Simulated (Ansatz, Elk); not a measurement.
## How far do independent atoms describe Mg6TlNi?

The structure of Mg6TlNi used here is made up (a known structure type with other elements) and was relaxed beforehand with PBE. The aim is the Fourier transform of its all-electron density, F(hkl), set beside the sum over free spherical atoms that refinements use.

Program: Elk 11.2.3 (patched build). Level of theory: DFT, PBE, all-electron APW+lo, Dirac cores, scalar-relativistic bands, static density, no spin. Results are calculated unless marked as measured.

This account leaves out most program logs.

The structure was built from a prototype and need not be the compound's stable phase.

### 1. Set-up

The structure is orthorhombic, space group Amm2 (No. 38). The conventional cell has a = 4.928 Å, b = 6.293 Å, c = 10.598 Å, α = 90.00°, β = 90.00°, γ = 90.00°. Nearest to Tl lie 10 Mg at 3.07 to 3.09 Å and 2 Ni at 3.15 Å. Nearest to Ni lie 10 Mg at 2.97 to 3.17 Å and 2 Tl at 3.15 Å. Mg has 10 Mg at 3.04 to 3.15 Å and 2 Tl at 3.07 Å nearest. Nearest to Mg lie 10 Mg at 2.94 to 3.23 Å and 2 Ni at 2.97 Å. Nearest to Mg lie 7 Mg at 2.93 to 3.23 Å and 2 Ni at 3.00 Å and 2 Tl at 3.09 Å. Mg has 2 Ni at 3.00 to 3.17 Å and 8 Mg at 3.04 to 3.17 Å and 2 Tl at 3.08 Å nearest. Farther neighbours are not listed.

### 2. Ground state and structure factors

An all-electron density is needed, since X-rays see the cores too. Task 0 finds the density and task 195 Fourier-transforms it; tshift is off so that phases refer to the origin typed.

elk.in reads:

```
tasks
  0
  195

xctype
  20

spinpol
  .false.

rgkmax
  7.0

gmaxvr
  14.0

lmaxo
  7

lmaxapw
  8

swidth
  0.002

tshift
  .false.

ramdisk
  .false.

hmaxvr
  5.5

maxscl
  120

epspot
  1e-06

sppath
  './'

avec
  9.31288844372 0.00000000000 0.00000000000
  0.00000000000 5.94608156615 10.01378131087
  0.00000000000 -5.94608156615 10.01378131087

atoms
  3
  'Tl.in'
  1
  0.5000000000 0.3374743839 0.3374743839   0.000000 0.000000 0.000000
  'Ni.in'
  1
  0.5000000000 0.8296981443 0.8296981443   0.000000 0.000000 0.000000
  'Mg.in'
  6
  0.0000000000 0.1653754007 0.1653754007   0.000000 0.000000 0.000000
  0.0000000000 0.6732698811 0.6732698811   0.000000 0.000000 0.000000
  0.0000000000 0.6799151828 0.1463009341   0.000000 0.000000 0.000000
  0.0000000000 0.1463009341 0.6799151828   0.000000 0.000000 0.000000
  0.5000000000 0.8361935488 0.3402725243   0.000000 0.000000 0.000000
  0.5000000000 0.3402725243 0.8361935488   0.000000 0.000000 0.000000

ngridk
  5 4 4
```

Started as:

```sh
$ OMP_NUM_THREADS=4 elk
```

Elapsed: 73 s, on 4 threads of INTEL XEON PLATINUM 8581C at 2.30GHz (Emerald Rapids), shared host; peak memory 0.36 GiB; 3.8 min of CPU time.

SFACRHO.OUT:

```text

h k l indices transformed by vhmat matrix:
   1.000000000       0.000000000       0.000000000    
   0.000000000       1.000000000       0.000000000    
   0.000000000       0.000000000       1.000000000    

      h      k      l  multipl.   |H|            Re(F)            Im(F)           |F|

      0      0      0      1   0.0000000       181.00000      0.17256389E-15   181.00000    
      0      1      0      2  0.61447117      -25.555972       41.194769       48.478003    
      0     -1      0      2  0.61447117      -25.555972      -41.194769       48.478003    
      0     -1     -1      1  0.62745382      -41.205564       72.683031       83.550712    
      0      1      1      1  0.62745382      -41.205564      -72.683031       83.550712    
     -1      0      0      2  0.67467632      -81.742310      0.38049070E-13   81.742310    
      1      0      1      4  0.91255847       29.154304      -42.524032       51.558382    
     -1      0     -1      4  0.91255847       29.154304       42.524032       51.558382    
      1      1      1      2  0.92135033       36.904449       68.425108       77.742741    
     -1     -1     -1      2  0.92135033       36.904449      -68.425108       77.742741    
      0      1     -1      2   1.0566934       77.816027      0.89279159E-14   77.816027    
      0     -1     -2      2   1.0793384       47.815040      -6.4372772       48.246416    
      0      1      2      2   1.0793384       47.815040       6.4372772       48.246416    
      0      0      2      2   1.2289423      -69.449626      -67.001149       96.500801    
      0      0     -2      2   1.2289423      -69.449626       67.001149       96.500801    
     -1      1     -1      4   1.2537101      -74.288625      0.19208546E-13   74.288625    
      0      2      2      1   1.2549076      -78.957589       60.815860       99.663783    
      0     -2     -2      1   1.2549076      -78.957589      -60.815860       99.663783
```

Elk indexes on the primitive cell of elk.in and gives |H| = 4π sin θ/λ in inverse bohr. Below, one row stands for each form hkl of the conventional cell (m members, Friedel mates merged), F is for one primitive cell and the density is static (no thermal factor). Free-atom factors are Waasmaier and Kirfel's, and R is Σm||F|−|F'||/Σm|F|.

| hkl | m | sin θ/λ (Å⁻¹) | abs F, DFT | neutral atoms | diff. | abs of complex diff. |
| --- | --- | --- | --- | --- | --- | --- |
| 011 | 4 | 0.092 | 48.478 | 48.807 | -0.329 | 0.329 |
| 002 | 2 | 0.094 | 83.551 | 83.349 | +0.201 | 0.209 |
| 100 | 2 | 0.102 | 81.742 | 81.545 | +0.197 | 0.197 |
| 111 | 8 | 0.137 | 51.558 | 51.830 | -0.272 | 0.275 |
| 102 | 4 | 0.139 | 77.743 | 77.437 | +0.305 | 0.307 |
| 020 | 2 | 0.159 | 77.816 | 77.543 | +0.273 | 0.273 |
| 013 | 4 | 0.162 | 48.246 | 48.483 | -0.237 | 0.245 |
| 022 | 4 | 0.185 | 96.501 | 96.478 | +0.023 | 0.194 |
| 120 | 4 | 0.189 | 74.289 | 74.144 | +0.145 | 0.145 |
| 004 | 2 | 0.189 | 99.664 | 99.770 | -0.106 | 0.254 |
| 113 | 8 | 0.191 | 47.529 | 47.691 | -0.162 | 0.164 |
| 200 | 2 | 0.203 | 142.196 | 142.822 | -0.626 | 0.626 |
| 122 | 8 | 0.211 | 127.587 | 128.152 | -0.565 | 0.578 |
| 104 | 4 | 0.214 | 123.948 | 124.512 | -0.564 | 0.575 |
| 211 | 8 | 0.223 | 43.583 | 43.710 | -0.127 | 0.129 |
| 202 | 4 | 0.224 | 72.323 | 72.449 | -0.126 | 0.127 |
| 031 | 4 | 0.243 | 48.894 | 48.985 | -0.091 | 0.091 |
| 024 | 4 | 0.247 | 66.629 | 66.745 | -0.116 | 0.116 |
| 015 | 4 | 0.249 | 47.943 | 48.059 | -0.117 | 0.117 |
| 220 | 4 | 0.258 | 68.599 | 68.734 | -0.135 | 0.135 |
| 213 | 8 | 0.260 | 43.971 | 44.039 | -0.069 | 0.069 |
| 131 | 8 | 0.263 | 39.808 | 39.845 | -0.036 | 0.036 |

### 3. The highest occupied states alone

An energy window below the Fermi level keeps the highest occupied states, to see at which angles they scatter; shallow core shells can lie inside it and anion s states outside. No new self-consistency is needed.

Edit elk.in of step 2 so:

```diff
@@ -1,3 +1,2 @@
 tasks
-  0
   195
@@ -40,2 +39,5 @@
 
+wsfac
+  -0.387770 0.463470
+
 sppath
```

Started as:

```sh
$ OMP_NUM_THREADS=4 elk
```

Elapsed: 14 s, on 4 threads; peak memory 0.22 GiB; 17 s of CPU time.

States within 15 eV below the Fermi level hold 35.00 electrons; any levels below the window count with the cores. Their amplitudes can exceed the total, where window and core parts have opposite phase:

| hkl | sin θ/λ (Å⁻¹) | abs F, window | abs F, all |
| --- | --- | --- | --- |
| 011 | 0.092 | 1.389 | 48.478 |
| 002 | 0.094 | 17.144 | 83.551 |
| 100 | 0.102 | 16.712 | 81.742 |
| 111 | 0.137 | 0.850 | 51.558 |
| 102 | 0.139 | 14.833 | 77.743 |
| 020 | 0.159 | 13.720 | 77.816 |
| 013 | 0.162 | 1.020 | 48.246 |
| 022 | 0.185 | 12.144 | 96.501 |
| 120 | 0.189 | 11.874 | 74.289 |
| 004 | 0.189 | 11.767 | 99.664 |

### 4. Another functional

The difference from free atoms is small, so it is set against the change that LDA (Perdew-Wang) makes.

Edit elk.in of step 3 so:

```diff
@@ -1,2 +1,3 @@
 tasks
+  0
   195
@@ -4,3 +5,3 @@
 xctype
-  20
+  3
 
@@ -39,5 +40,2 @@
 
-wsfac
-  -0.387770 0.463470
-
 sppath
```

Started as:

```sh
$ OMP_NUM_THREADS=4 elk
```

Wall time 55 s (4 threads); peak memory 0.25 GiB; 3 min of CPU time.

Against the first run R = 0.03 %; the largest change is -0.116 at 026.

### 5. Basis size

The basis and the expansions that go with it are enlarged, to see whether the differences are converged.

Edit elk.in of step 4 so:

```diff
@@ -5,3 +5,3 @@
 xctype
-  3
+  20
 
@@ -11,12 +11,12 @@
 rgkmax
-  7.0
+  8.5
 
 gmaxvr
-  14.0
+  18.0
 
 lmaxo
-  7
+  9
 
 lmaxapw
-  8
+  10
```

Started as:

```sh
$ OMP_NUM_THREADS=4 elk
```

It took 3.7 min on 4 threads; peak memory 0.72 GiB.

Against the first run R = 0.00 %; the largest change is -0.006 at 400.

### 6. Settings against the effect

| run | R against the first run (%) | R against neutral atoms, low angle (%) | wall time |
| --- | --- | --- | --- |
| PBE, rgkmax 7 | 0.00 | 0.26 | 73 s |
| LDA (Perdew-Wang) | 0.03 | 0.28 | 55 s |
| rgkmax 8.5 with larger expansions | 0.00 | 0.26 | 3.7 min |

### 7. Summary of results

| Quantity | Value |
| --- | --- |
| R against neutral atoms, sin θ/λ < 0.3 Å⁻¹ | 0.26 % |
| R against neutral atoms, 0.3 to 0.54 Å⁻¹ | 0.05 % |

What this shows: Independent neutral atoms miss the calculated amplitudes by R = 0.26 % below 0.3 Å⁻¹ and 0.05 % from there to 0.54 Å⁻¹; by shells, 0.44 % below 0.15 Å⁻¹ (5 forms), 0.23 % 0.15 to 0.3 (24 forms), 0.05 % 0.3 to 0.45 (61 forms), 0.04 % above 0.45 (59 forms). Bonding, aspherical density and the tables' own atoms all enter these figures, and the runs don't part them. The largest change of an amplitude is -0.63 electrons, at 200. R counts amplitudes alone; phases shift too. The window's part falls from 35.0 electrons at the origin to at most 2.03 between 0.45 and 0.54 Å⁻¹, where compact states inside the window still scatter. The window holds more than the 25 outer electrons of the free atoms, so shallow core shells lie inside it. Below 0.3 Å⁻¹ the changes that finished (LDA (Perdew-Wang) and rgkmax 8.5 with larger expansions) move F by R = 0.01 % at most, against the 0.26 % that separates it from free atoms. The k-mesh has no finished test. These runs have no spin, though d or f shells may be open. Spin-orbit coupling is left out, which can matter for elements this heavy. Part of the difference isn't bonding: the tables are fits to free atoms and ions calculated by other methods than this functional. Thermal motion, anomalous dispersion and extinction are left out.

[Logs are printed without paths, hosts, clocks, repeated set-up lines and the standing remarks that a program may print on its own settings, such as how far it seeks lower states.]

[Hosts, paths, dates, database ids (printed as entryN), source tags and the programs' standing remarks are cut or masked in the printed files.]
